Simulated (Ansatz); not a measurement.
Two G0W0 runs on Ta2O5 (Pmmn).

```
Ta O
1.0
     3.84085    0.00000    0.00000
     0.00000   13.03732    0.00000
     0.00000    0.00000    3.87416
Ta O
4 10
Direct
  0.00000 0.14580 0.02271
  0.50000 0.35420 0.97729
  0.50000 0.64580 0.97729
  0.00000 0.85420 0.02271
  0.50000 0.18523 0.00206
  0.00000 0.31477 0.99794
  0.00000 0.68523 0.99794
  0.50000 0.81477 0.00206
  0.00000 0.85107 0.50765
  0.50000 0.64893 0.49235
  0.50000 0.35107 0.49235
  0.50000 0.50000 0.99500
  0.00000 0.00000 0.00500
  0.00000 0.14893 0.50765
```

The cell and positions are those that the Materials Project relaxed with its own functionals (PBE, PBE+U or r2SCAN), kept fixed. Spin-orbit coupling is left out unless a run names it.

The first (Ansatz 0.2.0; start LDA, 4×2×4 mesh, 440 empty bands, screening to 100 eV, PAW set soft_1 files; 1 × NVIDIA H100 80GB HBM3 (shared by 6 runs) with 2 threads of AMD EPYC 7R13 (Zen 3), shared host) gave, on its mesh: starting gap 2.21 eV, G0W0 gap 3.64 eV, RPA ε∞ (mean) 5.53, 42 s.

**Question.** The second changes frequency model from contour deformation to plasmon pole. What does it give?

It gave: starting gap 2.21 eV, G0W0 gap 3.64 eV, RPA ε∞ (mean) 5.53, 73 s. The G0W0 gap moves by −0.01 eV, +0.00 eV from the start and −0.01 eV from the correction. Σc changes by +0.05 eV at the valence top and +0.05 eV at the conduction bottom, and Σx − Vxc between them by +0.00 eV.

Limits: not at the basis limit; no spin-orbit coupling; coarse k mesh.

[Paths, hosts, dates, memory and timing lines, banners, echoed tables and standing remarks are left out of the program output.]

[Logs are printed without paths, hosts, clocks, repeated set-up lines and the standing remarks that a program may print on its own settings, such as how far it seeks lower states.]

[Runs of the session that timed out or met a known fault of the program may be left out.]

[Cells called generated may have been cut or substituted from an entry of the Crystallography Open Database or the Materials Project.]

[Hosts, paths, dates, database ids (printed as entryN), source tags and the programs' standing remarks are cut or masked in the printed files.]
